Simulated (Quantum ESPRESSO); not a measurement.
## Collinear magnetic orders of MnAlGe with Quantum ESPRESSO

Does MnAlGe prefer parallel or opposed moments, or none?

Method: PBEsol; plane waves with GBRV 1.5 PBEsol potentials, no spin-orbit coupling, in Quantum ESPRESSO 7.5.

## Step 1: Set-up

Symmetry: P4/nmm, No. 129, tetragonal system. The conventional cell has a = 3.914 Å, b = 3.914 Å, c = 5.933 Å, α = 90.00°, β = 90.00°, γ = 90.00°. Nearest to Mn lie 4 Al at 2.54 Å and 4 Ge at 2.57 Å and 4 Mn at 2.77 Å. Nearest to Al lie 4 Mn at 2.54 Å and 5 Ge at 2.65 to 2.77 Å. Nearest to Ge lie 4 Mn at 2.57 Å and 5 Al at 2.65 to 2.77 Å. Farther neighbours are not listed.

As a file:

```cif
data_structure
_symmetry_space_group_name_H-M 'P 1'
_symmetry_Int_Tables_number 1
_cell_length_a 3.9140
_cell_length_b 3.9140
_cell_length_c 5.9330
_cell_angle_alpha 90.000
_cell_angle_beta 90.000
_cell_angle_gamma 90.000
_cell_volume 90.89
loop_
_atom_site_label
_atom_site_type_symbol
_atom_site_fract_x
_atom_site_fract_y
_atom_site_fract_z
_atom_site_occupancy
Mn1 Mn 0.00000 0.00000 0.00000 1
Mn2 Mn 0.50000 0.50000 0.00000 1
Al3 Al 0.50000 0.00000 0.72700 1
Al4 Al 0.00000 0.50000 0.27300 1
Ge5 Ge 0.50000 0.00000 0.28000 1
Ge6 Ge 0.00000 0.50000 0.72000 1
```

The cell comes from the Crystallography Open Database.

## Step 2: Start 1: ferro ++

The signs are those of the starting moments on the seeded atoms, the atoms that are given a moment.

File pw.in:

```
&CONTROL
  calculation = 'scf'
  prefix = 'pwscf'
  outdir = './tmp'
  pseudo_dir = './pseudo'
  disk_io = 'nowf'
/
&SYSTEM
  ibrav = 0
  celldm(1) = 8
  nat = 6
  ntyp = 3
  ecutwfc = 40
  ecutrho = 280
  nbnd = 46
  occupations = 'smearing'
  smearing = 'fd'
  degauss = 0.00734986
  nspin = 2
  starting_magnetization(1) = 0.2333
  starting_magnetization(2) = 0
  starting_magnetization(3) = 0
/
&ELECTRONS
  conv_thr = 1.2d-08
  electron_maxstep = 150
  mixing_beta = 0.3
/
ATOMIC_SPECIES
Mn     54.9380 mn_pbesol_v1.5.uspp.F.UPF
Al     26.9815 al_pbesol_v1.uspp.F.UPF
Ge     72.6300 ge_pbesol_v1.4.uspp.F.UPF
CELL_PARAMETERS alat
   0.9245485064732    0.0000000000000    0.0000000000000
   0.0000000000000    0.9245485064732    0.0000000000000
   0.0000000000000    0.0000000000000    1.4014681371756
ATOMIC_POSITIONS crystal
Mn      0.0000000000    0.0000000000    0.0000000000
Mn      0.5000000000    0.5000000000    0.0000000000
Al      0.5000000000    0.0000000000    0.7270000000
Al      0.0000000000    0.5000000000    0.2730000000
Ge      0.5000000000    0.0000000000    0.2800000000
Ge      0.0000000000    0.5000000000    0.7200000000
K_POINTS automatic
6 6 6 0 0 0
```

On the command line:

```console
$ OMP_NUM_THREADS=1 mpirun -n 4 pw.x -nk 4 -in pw.in > pw.out
```

The log of the run:

```text
Program PWSCF v.7.5 starts

     Message from routine setup:
     using ibrav=0 with symmetry is DISCOURAGED, use correct ibrav instead

     K-points division:     npool     =       4
     Subspace diagonalization in iterative solution of the eigenvalue problem:

     G-vector sticks info
     --------------------
     sticks:   dense  smooth     PW     G-vecs:    dense   smooth      PW
     Sum        1217     697    213                48547    20925    3485

     Using Slab Decomposition

     bravais-lattice index     =            0
     lattice parameter (alat)  =       8.0000  a.u.
     unit-cell volume          =     613.3560 (a.u.)^3
     number of atoms/cell      =            6
     number of atomic types    =            3
     number of electrons       =        64.00
     number of Kohn-Sham states=           46
     kinetic-energy cutoff     =      40.0000  Ry
     charge density cutoff     =     280.0000  Ry
     scf convergence threshold =      1.2E-08
     mixing beta               =       0.3000
     number of iterations used =            8  plain     mixing
     Exchange-correlation= SLA  PW   PSX  PSC
                           (   1   4  10   8   0   0   0)

     celldm(1)=   8.000000  celldm(2)=   0.000000  celldm(3)=   0.000000
     celldm(4)=   0.000000  celldm(5)=   0.000000  celldm(6)=   0.000000

     crystal axes: (cart. coord. in units of alat)
               a(1) = (   0.924549   0.000000   0.000000 )
               a(2) = (   0.000000   0.924549   0.000000 )
               a(3) = (   0.000000   0.000000   1.401468 )

     reciprocal axes: (cart. coord. in units 2 pi/alat)
               b(1) = (  1.081609  0.000000  0.000000 )
               b(2) = (  0.000000  1.081609  0.000000 )
               b(3) = (  0.000000  0.000000  0.713537 )

     PseudoPot. # 1 for Mn read from file:
     mn_pbesol_v1.5.uspp.F.UPF
     Pseudo is Ultrasoft + core correction, Zval = 15.0
     Generated by new atomic code, or converted to UPF format
     Using radial grid of  859 points,  6 beta functions with:
                l(1) =   0
                l(2) =   0
                l(3) =   1
                l(4) =   1
                l(5) =   2
                l(6) =   2
     Q(r) pseudized with  8 coefficients,  rinner =    0.950   0.950   0.950
                                                       0.950   0.950

     PseudoPot. # 2 for Al read from file:
     al_pbesol_v1.uspp.F.UPF
     Pseudo is Ultrasoft + core correction, Zval =  3.0
     Generated by new atomic code, or converted to UPF format
     Using radial grid of  893 points,  3 beta functions with:
                l(1) =   0
                l(2) =   1
                l(3) =   2
     Q(r) pseudized with  8 coefficients,  rinner =    0.900   0.900   0.900
                                                       0.900   0.900

     PseudoPot. # 3 for Ge read from file:
     ge_pbesol_v1.4.uspp.F.UPF
     Pseudo is Ultrasoft + core correction, Zval = 14.0
     Generated by new atomic code, or converted to UPF format
     Using radial grid of  873 points,  6 beta functions with:
                l(1) =   0
                l(2) =   0
                l(3) =   1
                l(4) =   1
                l(5) =   2
                l(6) =   2
     Q(r) pseudized with  8 coefficients,  rinner =    1.400   1.400   1.400
                                                       1.400   1.400

     atomic species   valence    mass     pseudopotential
     Mn               15.00    54.93800     Mn( 1.00)
     Al                3.00    26.98150     Al( 1.00)
     Ge               14.00    72.63000     Ge( 1.00)

     Starting magnetic structure
     atomic species   magnetization
     Mn              0.233
     Al              0.000
     Ge              0.000

     16 Sym. Ops., with inversion, found ( 8 have fractional translation)

   Cartesian axes

     site n.     atom                  positions (alat units)
         1        Mn     tau(   1) = (   0.0000000   0.0000000   0.0000000  )
         2        Mn     tau(   2) = (   0.4622743   0.4622743   0.0000000  )
         3        Al     tau(   3) = (   0.4622743   0.0000000   1.0188673  )
         4        Al     tau(   4) = (   0.0000000   0.4622743   0.3826008  )
         5        Ge     tau(   5) = (   0.4622743   0.0000000   0.3924111  )
         6        Ge     tau(   6) = (   0.0000000   0.4622743   1.0090571  )

     number of k points=    40  Fermi-Dirac smearing, width (Ry)=  0.0073
                       cart. coord. in units 2pi/alat
        k(    1) = (   0.0000000   0.0000000   0.0000000), wk =   0.0046296
        k(    2) = (   0.0000000   0.0000000   0.1189229), wk =   0.0092593
        k(    3) = (   0.0000000   0.0000000   0.2378458), wk =   0.0092593
        k(    4) = (   0.0000000   0.0000000  -0.3567687), wk =   0.0046296
        k(    5) = (   0.0000000   0.1802682   0.0000000), wk =   0.0185185
        [... 35 further k-points ...]

     Dense  grid:    48547 G-vectors     FFT dimensions: (  40,  40,  60)

     Smooth grid:    20925 G-vectors     FFT dimensions: (  30,  30,  45)

     Check: negative core charge=   -0.000024
     Generating pointlists ...
     new r_m :   0.2475 (alat units)  1.9802 (a.u.) for type    1
     new r_m :   0.2475 (alat units)  1.9802 (a.u.) for type    2
     new r_m :   0.2501 (alat units)  2.0010 (a.u.) for type    3

     Initial potential from superposition of free atoms

     starting charge      62.9935, renormalised to      64.0000
     Starting wfcs are   52 randomized atomic wfcs

     Self-consistent Calculation

     iteration #  1     ecut=    40.00 Ry     beta= 0.30
     Davidson diagonalization with overlap
     ethr =  1.00E-02,  avg # of iterations =  3.7

     total energy              =    -861.84758565 Ry
     estimated scf accuracy    <       1.02634392 Ry

     total magnetization       =     4.28 Bohr mag/cell
     absolute magnetization    =     5.04 Bohr mag/cell

     iteration #  2     ecut=    40.00 Ry     beta= 0.30
     Davidson diagonalization with overlap
     ethr =  1.60E-03,  avg # of iterations =  1.9

     total energy              =    -861.91439628 Ry
     estimated scf accuracy    <       0.15055559 Ry

     total magnetization       =     4.49 Bohr mag/cell
     absolute magnetization    =     5.23 Bohr mag/cell

     iteration #  3     ecut=    40.00 Ry     beta= 0.30
     Davidson diagonalization with overlap
     ethr =  2.35E-04,  avg # of iterations =  2.8

     total energy              =    -861.92642108 Ry
     estimated scf accuracy    <       0.18457304 Ry

     total magnetization       =     4.41 Bohr mag/cell
     absolute magnetization    =     5.14 Bohr mag/cell

     [... further iterations left out ...]

     iteration # 12     ecut=    40.00 Ry     beta= 0.30
     Davidson diagonalization with overlap
     ethr =  5.32E-09,  avg # of iterations =  2.9

     total energy              =    -861.95656913 Ry
     estimated scf accuracy    <       0.00000124 Ry

     total magnetization       =     3.49 Bohr mag/cell
     absolute magnetization    =     4.02 Bohr mag/cell

     iteration # 13     ecut=    40.00 Ry     beta= 0.30
     Davidson diagonalization with overlap
     ethr =  1.94E-09,  avg # of iterations =  2.0

     total energy              =    -861.95656966 Ry
     estimated scf accuracy    <       0.00000008 Ry

     total magnetization       =     3.50 Bohr mag/cell
     absolute magnetization    =     4.02 Bohr mag/cell

     iteration # 14     ecut=    40.00 Ry     beta= 0.30
     Davidson diagonalization with overlap
     ethr =  1.21E-10,  avg # of iterations =  2.3

     total energy              =    -861.95656975 Ry
     estimated scf accuracy    <       0.00000002 Ry

     total magnetization       =     3.50 Bohr mag/cell
     absolute magnetization    =     4.02 Bohr mag/cell

     iteration # 15     ecut=    40.00 Ry     beta= 0.30
     Davidson diagonalization with overlap
     ethr =  3.27E-11,  avg # of iterations =  2.5

     Magnetic moment per site  (integrated on atomic sphere of radius R)
     atom   1 (R=0.248)  charge= 13.5017  magn=  1.7860
     atom   2 (R=0.248)  charge= 13.5017  magn=  1.7860
     atom   3 (R=0.248)  charge=  1.2411  magn= -0.0264
     atom   4 (R=0.248)  charge=  1.2411  magn= -0.0264
     atom   5 (R=0.250)  charge= 12.1037  magn= -0.0509
     atom   6 (R=0.250)  charge= 12.1037  magn= -0.0509

     End of self-consistent calculation

     [... lines left out ...]
     the Fermi energy is    12.0812 ev

!    total energy              =    -861.95656985 Ry
     estimated scf accuracy    <          3.7E-09 Ry
     smearing contrib. (-TS)   =      -0.00830131 Ry
     internal energy E=F+TS    =    -861.94826854 Ry

     The total energy is F=E-TS. E is the sum of the following terms:
     one-electron contribution =    -581.12809446 Ry
     hartree contribution      =     334.41077907 Ry
     xc contribution           =    -176.63188525 Ry
     ewald contribution        =    -438.59906790 Ry

     total magnetization       =     3.50 Bohr mag/cell
     absolute magnetization    =     4.02 Bohr mag/cell

     convergence has been achieved in  15 iterations

=------------------------------------------------------------------------------=
   JOB DONE.
=------------------------------------------------------------------------------=
```

Elapsed: 47 s, on 4 MPI ranks of Intel Xeon Platinum 8488C (Sapphire Rapids), shared host; peak memory 0.63 GiB; 3.1 min of CPU time.

Spin moment in the atom's sphere by atom:

| atom | spin moment in the atom's sphere (μB) |
| --- | --- |
| Mn1 | 1.79 |
| Mn2 | 1.79 |
| Al3 | -0.03 |
| Al4 | -0.03 |
| Ge5 | -0.05 |
| Ge6 | -0.05 |

Numbers from this step:

```yaml
smearing_term_ts: 0.1129 eV
magnetization: 3.495 μB
absolute_magnetization: 4.023 μB
final_state: ferromagnetic
```

(Continued in part 2 of 2.)

[Logs and program files are shortened in this print: banners, set-up blocks, solver, clock and traceback lines can be left out without a mark of their own.]

[Logs are printed without paths, hosts, clocks, repeated set-up lines and the standing remarks that a program may print on its own settings, such as how far it seeks lower states.]

[Hosts, paths, dates, database ids (printed as entryN), source tags and the programs' standing remarks are cut or masked in the printed files.]

[Where a cell is said to come from a database of computed structures, the database is the Materials Project.]
